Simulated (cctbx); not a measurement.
## Resonant diffraction in HfTc3

Space group P-6m2 (no. 187), a = 2.8650 Å, b = 2.8650 Å, c = 9.1240 Å, α = 90.00°, β = 90.00°, γ = 120.00°.

```
atom  mult.    x    y       z  Ueq (Å²)
 Hf1      1    0    0     1/2    0.0097
 Tc1      2  1/3  2/3  0.2417    0.0093
 Tc2      1    0    0       0    0.0101
```

This is a model crystal, built by substitution and not relaxed, with assumed displacement parameters.

Calculated with cctbx: free-atom f′ and f″ from the Sasaki tables, no fine structure; amplitudes in electrons.

| E (eV) | F 0 0 2 | F 1 1 0 | F 1 1 2 | F 1 0 0 |
| --- | --- | --- | --- | --- |
| 8961 | 20.0 | 112.3 | 13.5 | 76.1 |
| 9311 | 18.3 | 110.5 | 11.9 | 74.9 |
| 9441 | 16.7 | 109.0 | 10.5 | 74.0 |
| 9501 | 15.4 | 107.7 | 9.3 | 73.2 |
| 9531 | 14.0 | 106.4 | 8.0 | 72.4 |
| 9546 | 12.5 | 105.1 | 6.7 | 71.6 |
| 9553 | 11.2 | 103.9 | 5.6 | 70.9 |
| 9557 | 9.9 | 102.6 | 4.4 | 70.2 |
| 9565 | 12.5 | 103.0 | 8.4 | 75.7 |
| 9569 | 13.7 | 104.5 | 9.2 | 76.4 |
| 9576 | 14.9 | 105.7 | 9.9 | 77.1 |
| 9591 | 16.1 | 107.1 | 10.9 | 77.8 |
| 9621 | 17.4 | 108.5 | 11.9 | 78.6 |
| 9711 | 19.1 | 110.1 | 13.2 | 79.4 |
| 9961 | 20.8 | 111.7 | 14.6 | 80.1 |

**Question.** Which edge is crossed, and why do the reflections move as they do?

The L3 edge of Hf. The edge is at 9561 eV. f′ of Hf falls from -12.1 e at 9441 eV to -19.1 e at 4 eV below it, and f″ steps from 3.77 to 10.51 e across it. Over that approach |F| changes by -41 % (0 0 2), -6 % (1 1 0), -58 % (1 1 2) and -5 % (1 0 0): a reflection falls where Hf scatters in phase with the total and rises where it scatters against it; it hardly moves where the Hf term is small or cancels by symmetry or lies in quadrature to the total. The f″ term interferes with the normal scattering with opposite sign for the two Friedel mates. The largest Friedel difference in the scan is 17.5 % of the mean (1 0 0, at 9565 eV).

[Logs are printed without paths, hosts, clocks, repeated set-up lines and the standing remarks that a program may print on its own settings, such as how far it seeks lower states.]
